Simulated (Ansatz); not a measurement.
# LiH (Fm-3m): converging a phonon calculation, part 2 of 3

Aim: how dense must the meshes and how high the cutoff be for the phonons of LiH (Fm-3m)?

Ansatz 0.2.0; DFT PBE, scalar-relativistic, plane waves, PAW.

So far, highest frequency on the path or at a solved wavevector (cm⁻¹): step 3 (response at finite wavevector) 1082; step 4 (q mesh 2×2×2) 1080. The relaxed cell has a = 4.007 Å (conventional setting).

The database entry behind the starting cell differs from later determinations by our own check (the deuteride, about 0.2 % short), so it need not match the best structure at ambient conditions.

## Step 6: Another q mesh, q mesh 6×6×6

The q mesh is changed to 6×6×6, to see how far the force constants must reach.

Contents of input.yaml:

```yaml
crystal:
  lattice:
    - [0.0, 2.0033987323, 2.0033987323]
    - [2.0033987323, 0.0, 2.0033987323]
    - [2.0033987323, 2.0033987323, 0.0]
  atoms:
    - { symbol: Li, position: [0.0, 0.0, 0.0] }
    - { symbol: H, position: [0.5, 0.5, 0.5] }
kpoints:
  mp_grid: { grid: [12, 12, 12] }
hamiltonian:
  xc: pbe
scf:
  occupations: { method: fixed }
output:
  eigenvalues: true
phonons:
  method: dfpt
  qmesh: [6, 6, 6]
  temperatures: { t_max: 1000, t_step: 50 }
  qpath:
    path:
      - [[0.0, 0.0, 0.0], [0.5, 0.0, 0.5], [0.625, 0.25, 0.625]]
      - [[0.375, 0.375, 0.75], [0.0, 0.0, 0.0], [0.5, 0.5, 0.5], [0.5, 0.25, 0.75], [0.5, 0.0, 0.5]]
    npoints: 10
  non_analytic_term:
    high_frequency_dielectric_tensor: [[4.3796, 0.0, 0.0], [0.0, 4.3796, 0.0], [0.0, 0.0, 4.3796]]
    born_effective_charges:
      - { species: Li, tensor: [[1.0191, 0.0, 0.0], [0.0, 1.0191, 0.0], [0.0, 0.0, 1.0191]] }
      - { species: H, tensor: [[-1.0191, 0.0, 0.0], [0.0, -1.0191, 0.0], [0.0, 0.0, -1.0191]] }
    source: "zone-centre run at this cell"
```

Started as:

```bash
$ ansatz run input.yaml --threads 4 --pin off --max-ram 7168MiB --backend cpu --events-out ev --progress --plain --runs-dir out
```

Numbers of over 12 decimals in the logs are rounded to 6 here.

The program printed:

```text
[...]
Crystal: 2 atoms, lattice volume = 16.082 Å³
Basis set: ecut = 420 eV, 331 PW (Γ), exchange–correlation on 40×40×40 points (8 copies of the dense FFT grid, shifted against one another)
Bands: 6, of which v1, the nominal top of the filled ones, is band 2 counted from 1 (1 counted from 0)
Symmetry: 48 space group operations
k-points: 72 of 1728
[...]
E sigma→0 (E₀):  -221.391760 eV
Fermi energy:    0.742861 eV
[...]
--- Band table (eV; the first three rows and the last of 72) ---
[...]
ASR residual: 3.051e-5 → 0.000e0 eV/Å²; symmetrization residual: 1.554e-7 eV/Å²
  ASR residual per site (eV/Å²): 6.96e-6 3.05e-5
  Γ frequencies (cm⁻¹): 0.00 0.00 0.00 585.18 585.18 585.18
--- Phonons (arbitrary-q DFPT): 16 irreducible q on the 6×6×6 mesh ---
[...]
interpolated dispersion: 63 rows × 6 modes
[...]
[key lines of the parts left out:]
SCF converged after 6 iterations
Free energy (F): -221.391760 eV
```

Elapsed: 66 s, on 4 threads of Arm Neoverse V1, shared host; peak memory 0.59 GiB.

The mean frequency is 600.7 cm⁻¹, +0.0 cm⁻¹ against the base run.

## Step 7: Comparing the runs

Times are for 4 threads of Arm Neoverse V1, shared host. The runs compared:

| no. | q mesh | k-mesh | mean frequency (cm⁻¹) | lowest frequency on the path (cm⁻¹) | time | memory (GiB) |
| --- | --- | --- | --- | --- | --- | --- |
| 1 | 2×2×2 | 12×12×12 | 598.8 | 0 | 3.8 s | 0.38 |
| 2 | 3×3×3 | 12×12×12 | 600.3 | 0 | 9.8 s | 0.45 |
| 3 | 6×6×6 | 12×12×12 | 600.7 | 0 | 66 s | 0.59 |

The runs together. Table of phonon density of states by wavenumber; read off at these points; values in 1/cm⁻¹/cell:

| wavenumber (cm⁻¹) | 2×2×2, 12×12×12 | 3×3×3, 12×12×12 | 6×6×6, 12×12×12 |
| --- | --- | --- | --- |
| 5 | 0 | 0 | 0 |
| 35 | 2.0e-5 | 4.0e-5 | 3.0e-5 |
| 65 | 1.2e-4 | 1.9e-4 | 1.6e-4 |
| 95 | 2.9e-4 | 4.4e-4 | 3.7e-4 |
| 125 | 5.8e-4 | 8.4e-4 | 7.4e-4 |
| 155 | 0.00106 | 0.00147 | 0.00135 |
| 185 | 0.00187 | 0.00243 | 0.00233 |
| 205 | 0.00282 | 0.00341 | 0.00335 |
| 235 | 0.00556 | 0.00577 | 0.006 |
| 265 | 0.0138 | 0.0113 | 0.0128 |
| 275 | 0.0211 | 0.0166 | 0.0188 |
| 295 | 0.0198 | 0.0221 | 0.0201 |
| 325 | 0.0125 | 0.0132 | 0.0135 |
| 355 | 0.00901 | 0.00875 | 0.00838 |
| 385 | 0.00424 | 0.00527 | 0.00402 |
| 415 | 0.0162 | 0.00939 | 0.0124 |
| 445 | 0.00718 | 0.00668 | 0.00628 |
| 475 | 0.00389 | 0.00355 | 0.00321 |
| 505 | 0.00177 | 0.00166 | 0.00135 |
| 535 | 0 | 0 | 0 |
| 555 | 0 | 0 | 0 |
| 585 | 1.1e-4 | 7.0e-5 | 4.0e-5 |
| 615 | 0.0012 | 9.1e-4 | 6.7e-4 |
| 645 | 0.00195 | 0.00156 | 0.00131 |
| 675 | 0.00283 | 0.00237 | 0.00213 |
| 705 | 0.004 | 0.00348 | 0.00333 |
| 735 | 0.00586 | 0.00523 | 0.00548 |
| 765 | 0.0103 | 0.00873 | 0.0116 |
| 795 | 0.0141 | 0.0182 | 0.0150 |
| 815 | 0.0158 | 0.0149 | 0.0141 |
| 825 | 0.0140 | 0.0121 | 0.0118 |
| 855 | 0.00543 | 0.00615 | 0.00668 |
| 885 | 0.00448 | 0.00473 | 0.00455 |
| 905 | 0.00343 | 0.0039 | 0.00379 |
| 935 | 2.2e-4 | 9.6e-4 | 0.00123 |
| 965 | 0.0036 | 0.00224 | 0.00218 |
| 995 | 0.00668 | 0.00542 | 0.00564 |
| 1025 | 0.0106 | 0.0097 | 0.00972 |
| 1035 | 0.0111 | 0.0104 | 0.0107 |
| 1055 | 0.0105 | 0.0115 | 0.0118 |
| 1085 | 1.1e-4 | 2.9e-4 | 0.00467 |

The runs together, line C_V. Table of C_V by temperature; values in J/mol-atom/K:

| temperature (K) | 2×2×2, 12×12×12 | 3×3×3, 12×12×12 | 6×6×6, 12×12×12 |
| --- | --- | --- | --- |
| 0 | 0 | 0 | 0 |
| 50 | 0.296 | 0.35 | 0.333 |
| 100 | 2.90 | 3.01 | 3.00 |
| 150 | 6.17 | 6.27 | 6.26 |
| 200 | 9.05 | 9.10 | 9.09 |
| 250 | 11.6 | 11.6 | 11.6 |
| 300 | 13.7 | 13.7 | 13.7 |
| 350 | 15.5 | 15.5 | 15.5 |
| 400 | 17.0 | 16.9 | 16.9 |
| 450 | 18.2 | 18.1 | 18.1 |
| 500 | 19.1 | 19.1 | 19.1 |
| 550 | 19.9 | 19.9 | 19.9 |
| 600 | 20.6 | 20.6 | 20.6 |
| 650 | 21.1 | 21.1 | 21.1 |
| 700 | 21.6 | 21.6 | 21.6 |
| 750 | 22.0 | 21.9 | 21.9 |
| 800 | 22.3 | 22.3 | 22.3 |
| 850 | 22.6 | 22.5 | 22.5 |
| 900 | 22.8 | 22.8 | 22.8 |
| 950 | 23.0 | 23.0 | 23.0 |
| 1000 | 23.2 | 23.2 | 23.2 |

## Step 8: Another k mesh, k-mesh 4×4×4, q mesh 2×2×2

The k mesh is changed to 4×4×4 on a small fixed q mesh, to find the coarsest that serves.

input.yaml, the sections that differ from step 6:

```yaml
kpoints:
  mp_grid: { grid: [4, 4, 4] }
phonons:
  method: dfpt
  dielectric: true
  rigid_motions: translations
  qmesh: [2, 2, 2]
  temperatures: { t_max: 1000, t_step: 50 }
  qpath:
    path:
      - [[0.0, 0.0, 0.0], [0.5, 0.0, 0.5], [0.625, 0.25, 0.625]]
      - [[0.375, 0.375, 0.75], [0.0, 0.0, 0.0], [0.5, 0.5, 0.5], [0.5, 0.25, 0.75], [0.5, 0.0, 0.5]]
    npoints: 10
# crystal, hamiltonian, scf, output: as in step 6
```

The program printed:

```text
[...]
Crystal: 2 atoms, lattice volume = 16.082 Å³
Basis set: ecut = 420 eV, 331 PW (Γ), exchange–correlation on 40×40×40 points (8 copies of the dense FFT grid, shifted against one another)
Bands: 6, of which v1, the nominal top of the filled ones, is band 2 counted from 1 (1 counted from 0)
Symmetry: 48 space group operations
k-points: 13 of 64 (irreducible under 8 space group operations, time reversal used)
[...]
SCF iter   1: F=—  HF=-221.377304 eV  |F-HF|=—  |Δ(HF+E_count)|=         —  Δρ=8.61e-4  dr2=9.64e-5  ethr=1.77e-3  ⟨swp⟩=3.7  Hψ=558  notcnv=0  defer=18
[...]
SCF iter   6: F=-221.377418 eV  HF=-221.377418 eV  |F-HF|=2.84e-14  |Δ(HF+E_count)|=  5.43e-11  Δρ=1.36e-8  dr2=1.20e-14  ethr=1.00e-12  ⟨swp⟩=3.8  Hψ=407  notcnv=0
SCF 1 converged in 6 iterations: F = -221.377418 eV  dr2 = 1.20e-14
[...]
DFPT response loops at Γ: preconditioner auto → none (the input reference at scf.mixing.eps_inf says where Resta's filter doesn't serve); β = 0.50; Broyden in place of MSR1
── the response to a field inside a basis, on 14×14×14 k-points: an SCF that follows is theirs, and a resumed run solves both again ──
Bands: 3, of which v1, the nominal top of the filled ones, is band 2 counted from 1 (1 counted from 0)
k-points: 280 of 2744 (irreducible under 12 space group operations)
[...]
Eigensolver: Dense (280 Hₖ)
SCF iter   1: F=—  HF=-221.392451 eV  |F-HF|=—  |Δ(HF+E_count)|=         —  Δρ=1.07e-3  dr2=1.73e-4  ethr=1.00e-1
[...]
SCF iter   4: F=-221.392410 eV  HF=-221.392410 eV  |F-HF|=1.78e-10  |Δ(HF+E_count)|=   2.15e-7  Δρ=1.24e-6  dr2=1.01e-10  ethr=2.86e-9
SCF 1 converged in 4 iterations: F = -221.392410 eV  dr2 = 1.01e-10
[...]
WARN: field response: ε∞ stands inside a basis, on 14×14×14 points; the force constants stand on the 4×4×4 k-mesh, whose period is 9.18 times the interband length at k = (0.0000, -0.5000, -0.5000), direct gap 2.972 eV, under 14: take them and everything formed from them as unconverged, and compare with a denser kpoints.mp_grid
[...]
SCF converged after 6 iterations
Free energy (F): -221.377418 eV
[...]
Internal energy: -221.377418 eV  (E = F + TS)
E sigma→0 (E₀):  -221.377418 eV
Fermi energy:    0.761686 eV
[...]
--- Band table (eV; the first three rows and the last of 13) ---
[...]
--- Phonons (Γ-DFPT): 2 representative perturbations + reference, on 13 of 64 k-points (Σ response iterations 8) ---
  k mesh reduced under 8 symmetry operations, with k and −k counted as one. Each operation leaves every solved perturbation unchanged. A smaller set is not considered because the run solves the response to a homogeneous field
  ASR residual: 4.551e-6 → 0.000e0 eV/Å²; symmetrization residual: 2.101e-7 eV/Å²
  ASR residual per site (eV/Å²): 4.55e-6 9.30e-7
  Γ frequencies (cm⁻¹): 0.00 0.00 0.00 545.05 545.05 545.05
  ε∞ (high-frequency dielectric tensor):
        4.378361    -0.000000     0.000000
       -0.000000     4.378361     0.000000
        0.000000     0.000000     4.378361
  ε⁰ (static dielectric tensor: ions relaxed, cell fixed):
       16.533960    -0.000000     0.000000
       -0.000000    16.533960     0.000000
        0.000000     0.000000    16.533960
  ε⁰ − ε∞ (ionic part):
       12.155599    -0.000000     0.000000
       -0.000000    12.155599     0.000000
        0.000000     0.000000    12.155599
  softest optical mode at Γ: 545.05 cm⁻¹; the repairs (sum rule, projections) moved no ω² at Γ by more than (0.77 cm⁻¹)²
  Born effective charges Z* (e; rows j = field, columns β = displacement):
    site 0:
         1.01921    0.00000    0.00000
        -0.00000    1.01921   -0.00000
         0.00000    0.00000    1.01921
    site 1:
        -1.01921   -0.00000   -0.00000
         0.00000   -1.01921    0.00000
        -0.00000   -0.00000   -1.01921
  Z* charge neutrality: 2.348e-4 e pre-enforcement
  solved inside a basis spanned on kpoints, on 14×14×14 k-points: ε∞ is read to err by 1.4e-2, Z* by 4.8e-3 e (field_mesh: kpoints solves on kpoints); Z* is corrected for what the basis lacks
  optical modes at Γ without the LO–TO term, one row a degenerate level:
      ω (cm⁻¹)  modes    IR ((D/Å)²/amu)
        545.05      3            81.6860
  optical modes at Γ + LO–TO along q̂ = [1.0000, 0.0000, 0.0000]:
      ω (cm⁻¹)  modes    IR ((D/Å)²/amu)
        545.05      2            54.4573
       1059.18      1            27.2287
  optical modes at Γ + LO–TO along q̂ = [0.0000, 1.0000, 0.0000]:
      ω (cm⁻¹)  modes    IR ((D/Å)²/amu)
        545.05      2            54.4573
       1059.18      1            27.2287
  optical modes at Γ + LO–TO along q̂ = [0.0000, 0.0000, 1.0000]:
      ω (cm⁻¹)  modes    IR ((D/Å)²/amu)
        545.05      2            54.4573
       1059.18      1            27.2287
--- Phonons (arbitrary-q DFPT): 3 irreducible q on the 2×2×2 mesh ---
[...]
interpolated dispersion: 63 rows × 6 modes
[...]
```

Wall time 3.4 s (4 threads); peak memory 0.43 GiB; 11 s of CPU time.

The run finished; it serves as a test, and its numbers are not taken as the result.

## Step 9: Another k mesh, k-mesh 6×6×6, q mesh 2×2×2

The k mesh is changed to 6×6×6 on a small fixed q mesh, to find the coarsest that serves.

Changes to input.yaml since step 8:

```diff
@@ -9,3 +9,3 @@
 kpoints:
-  mp_grid: { grid: [4, 4, 4] }
+  mp_grid: { grid: [6, 6, 6] }
 hamiltonian:
```

The program printed:

```text
[...]
Crystal: 2 atoms, lattice volume = 16.082 Å³
Basis set: ecut = 420 eV, 331 PW (Γ), exchange–correlation on 40×40×40 points (8 copies of the dense FFT grid, shifted against one another)
Bands: 6, of which v1, the nominal top of the filled ones, is band 2 counted from 1 (1 counted from 0)
Symmetry: 48 space group operations
k-points: 30 of 216 (irreducible under 8 space group operations, time reversal used)
[...]
SCF iter   1: F=—  HF=-221.390638 eV  |F-HF|=—  |Δ(HF+E_count)|=         —  Δρ=8.66e-4  dr2=5.18e-5  ethr=1.77e-3  ⟨swp⟩=3.7  Hψ=1278  notcnv=0  defer=47
[...]
SCF iter   6: F=-221.390713 eV  HF=-221.390713 eV  |F-HF|=3.13e-13  |Δ(HF+E_count)|=  6.07e-11  Δρ=6.37e-8  dr2=5.92e-13  ethr=1.00e-12  ⟨swp⟩=3.5  Hψ=924  notcnv=0
SCF 1 converged in 6 iterations: F = -221.390713 eV  dr2 = 5.92e-13
[...]
Bands: 3, of which v1, the nominal top of the filled ones, is band 2 counted from 1 (1 counted from 0)
k-points: 280 of 2744 (irreducible under 12 space group operations)
[...]
Eigensolver: Dense (280 Hₖ)
SCF iter   1: F=—  HF=-221.392282 eV  |F-HF|=—  |Δ(HF+E_count)|=         —  Δρ=2.71e-4  dr2=2.98e-6  ethr=1.00e-1
[...]
SCF iter   3: F=-221.392288 eV  HF=-221.392288 eV  |F-HF|=1.34e-8  |Δ(HF+E_count)|=   1.59e-6  Δρ=1.39e-5  dr2=4.21e-9  ethr=1.56e-8
SCF 1 converged in 3 iterations: F = -221.392288 eV  dr2 = 4.21e-9
[...]
SCF converged after 6 iterations
Free energy (F): -221.390713 eV
[...]
Internal energy: -221.390713 eV  (E = F + TS)
E sigma→0 (E₀):  -221.390713 eV
Fermi energy:    0.745186 eV
[...]
--- Band table (eV; the first three rows and the last of 30) ---
[...]
ASR residual: 1.385e-5 → 0.000e0 eV/Å²; symmetrization residual: 2.377e-7 eV/Å²
  ASR residual per site (eV/Å²): 4.96e-6 1.39e-5
  Γ frequencies (cm⁻¹): 0.00 0.00 0.00 581.39 581.39 581.39
  ε∞ (high-frequency dielectric tensor):
        4.378450     0.000000    -0.000000
        0.000000     4.378450     0.000000
       -0.000000     0.000000     4.378450
  ε⁰ (static dielectric tensor: ions relaxed, cell fixed):
       15.063039     0.000000    -0.000000
        0.000000    15.063039    -0.000000
       -0.000000    -0.000000    15.063039
  ε⁰ − ε∞ (ionic part):
       10.684589     0.000000    -0.000000
        0.000000    10.684589    -0.000000
       -0.000000    -0.000000    10.684589
[...]
Born effective charges Z* (e; rows j = field, columns β = displacement):
    site 0:
         1.01925   -0.00000    0.00000
         0.00000    1.01925   -0.00000
        -0.00000    0.00000    1.01925
    site 1:
        -1.01925    0.00000   -0.00000
        -0.00000   -1.01925    0.00000
         0.00000   -0.00000   -1.01925
  Z* charge neutrality: 2.741e-4 e pre-enforcement
[...]
optical modes at Γ without the LO–TO term, one row a degenerate level:
      ω (cm⁻¹)  modes    IR ((D/Å)²/amu)
        581.39      3            81.6930
  optical modes at Γ + LO–TO along q̂ = [1.0000, 0.0000, 0.0000]:
      ω (cm⁻¹)  modes    IR ((D/Å)²/amu)
        581.39      2            54.4620
       1078.36      1            27.2310
  optical modes at Γ + LO–TO along q̂ = [0.0000, 1.0000, 0.0000]:
      ω (cm⁻¹)  modes    IR ((D/Å)²/amu)
        581.39      2            54.4620
       1078.36      1            27.2310
  optical modes at Γ + LO–TO along q̂ = [0.0000, 0.0000, 1.0000]:
      ω (cm⁻¹)  modes    IR ((D/Å)²/amu)
        581.39      2            54.4620
       1078.36      1            27.2310
--- Phonons (arbitrary-q DFPT): 3 irreducible q on the 2×2×2 mesh ---
[...]
interpolated dispersion: 63 rows × 6 modes
[...]
```

Wall time 3.7 s (4 threads); peak memory 0.42 GiB.

The run finished; it serves as a test, and its numbers are not taken as the result.

## Step 10: Another k mesh, k-mesh 8×8×8, q mesh 2×2×2

The k mesh is changed to 8×8×8 on a small fixed q mesh, to find the coarsest that serves.

Changes to input.yaml since step 9:

```diff
@@ -9,3 +9,3 @@
 kpoints:
-  mp_grid: { grid: [6, 6, 6] }
+  mp_grid: { grid: [8, 8, 8] }
 hamiltonian:
```

The program printed:

```text
[...]
Crystal: 2 atoms, lattice volume = 16.082 Å³
Basis set: ecut = 420 eV, 331 PW (Γ), exchange–correlation on 40×40×40 points (8 copies of the dense FFT grid, shifted against one another)
Bands: 6, of which v1, the nominal top of the filled ones, is band 2 counted from 1 (1 counted from 0)
Symmetry: 48 space group operations
k-points: 59 of 512 (irreducible under 8 space group operations, time reversal used)
[...]
optical modes at Γ + LO–TO along q̂ = [0.0000, 1.0000, 0.0000]:
      ω (cm⁻¹)  modes    IR ((D/Å)²/amu)
        584.65      2            54.3566
       1079.40      1            27.1783
  optical modes at Γ + LO–TO along q̂ = [0.0000, 0.0000, 1.0000]:
      ω (cm⁻¹)  modes    IR ((D/Å)²/amu)
        584.65      2            54.3566
       1079.40      1            27.1783
--- Phonons (arbitrary-q DFPT): 3 irreducible q on the 2×2×2 mesh ---
[...]
interpolated dispersion: 63 rows × 6 modes
[...]
[key lines of the parts left out:]
SCF converged after 6 iterations
Free energy (F): -221.391667 eV
Fermi energy:    0.743207 eV
```

Wall time 3.9 s (4 threads); peak memory 0.35 GiB.

The highest optical mode at the zone centre (no LO-TO term) is 584.6 cm⁻¹, -0.5 cm⁻¹ against the base run.

The log warns of the k mesh: “the force constants stand on the 8×8×8 k-mesh, whose period is 12.24 times the interband length at k = (0.0000, -0.5000, -0.5000), direct gap 2.984 eV, under 14: take them and everything formed from them as unconverged”.

## Step 11: Another k mesh, q mesh 2×2×2

The k mesh is changed to 12×12×12 on a small fixed q mesh, to find the coarsest that serves.

Changes to input.yaml since step 10:

```diff
@@ -9,3 +9,3 @@
 kpoints:
-  mp_grid: { grid: [8, 8, 8] }
+  mp_grid: { grid: [12, 12, 12] }
 hamiltonian:
```

The program printed:

```text
[...]
Crystal: 2 atoms, lattice volume = 16.082 Å³
Basis set: ecut = 420 eV, 331 PW (Γ), exchange–correlation on 40×40×40 points (8 copies of the dense FFT grid, shifted against one another)
Bands: 6, of which v1, the nominal top of the filled ones, is band 2 counted from 1 (1 counted from 0)
Symmetry: 48 space group operations
k-points: 163 of 1728 (irreducible under 8 space group operations, time reversal used)
[...]
optical modes at Γ + LO–TO along q̂ = [0.0000, 1.0000, 0.0000]:
      ω (cm⁻¹)  modes    IR ((D/Å)²/amu)
        585.18      2            54.4430
       1080.17      1            27.2215
  optical modes at Γ + LO–TO along q̂ = [0.0000, 0.0000, 1.0000]:
      ω (cm⁻¹)  modes    IR ((D/Å)²/amu)
        585.18      2            54.4430
       1080.17      1            27.2215
--- Phonons (arbitrary-q DFPT): 3 irreducible q on the 2×2×2 mesh ---
[...]
interpolated dispersion: 63 rows × 6 modes
[...]
[key lines of the parts left out:]
SCF converged after 6 iterations
Free energy (F): -221.391760 eV
Fermi energy:    0.742861 eV
```

Elapsed: 7.9 s, on 4 threads; peak memory 0.4 GiB; 27 s of CPU time.

The highest optical mode at the zone centre (no LO-TO term) is 585.2 cm⁻¹, +0.0 cm⁻¹ against the base run.

## Step 12: Another k mesh, k-mesh 18×18×18, q mesh 2×2×2

The k mesh is changed to 18×18×18 on a small fixed q mesh, to find the coarsest that serves.

Changes to input.yaml since step 11:

```diff
@@ -9,3 +9,3 @@
 kpoints:
-  mp_grid: { grid: [12, 12, 12] }
+  mp_grid: { grid: [18, 18, 18] }
 hamiltonian:
```

The program printed:

```text
[...]
Crystal: 2 atoms, lattice volume = 16.082 Å³
Basis set: ecut = 420 eV, 331 PW (Γ), exchange–correlation on 40×40×40 points (8 copies of the dense FFT grid, shifted against one another)
Bands: 6, of which v1, the nominal top of the filled ones, is band 2 counted from 1 (1 counted from 0)
Symmetry: 48 space group operations
k-points: 480 of 5832 (irreducible under 8 space group operations, time reversal used)
[...]
optical modes at Γ + LO–TO along q̂ = [0.0000, 1.0000, 0.0000]:
      ω (cm⁻¹)  modes    IR ((D/Å)²/amu)
        585.19      2            54.4786
       1080.37      1            27.2393
  optical modes at Γ + LO–TO along q̂ = [0.0000, 0.0000, 1.0000]:
      ω (cm⁻¹)  modes    IR ((D/Å)²/amu)
        585.19      2            54.4786
       1080.37      1            27.2393
--- Phonons (arbitrary-q DFPT): 3 irreducible q on the 2×2×2 mesh ---
[...]
interpolated dispersion: 63 rows × 6 modes
[...]
[key lines of the parts left out:]
SCF converged after 6 iterations
Free energy (F): -221.391770 eV
Fermi energy:    0.742850 eV
```

It took 22 s on 4 threads; peak memory 0.59 GiB; 77 s of CPU time.

The highest optical mode at the zone centre (no LO-TO term) is 585.2 cm⁻¹, +0.0 cm⁻¹ against the base run.

[end of part 2 of 3]

[Logs are printed without paths, hosts, clocks, repeated set-up lines and the standing remarks that a program may print on its own settings, such as how far it seeks lower states.]

[Hosts, paths, dates, database ids (printed as entryN), source tags and the programs' standing remarks are cut or masked in the printed files.]
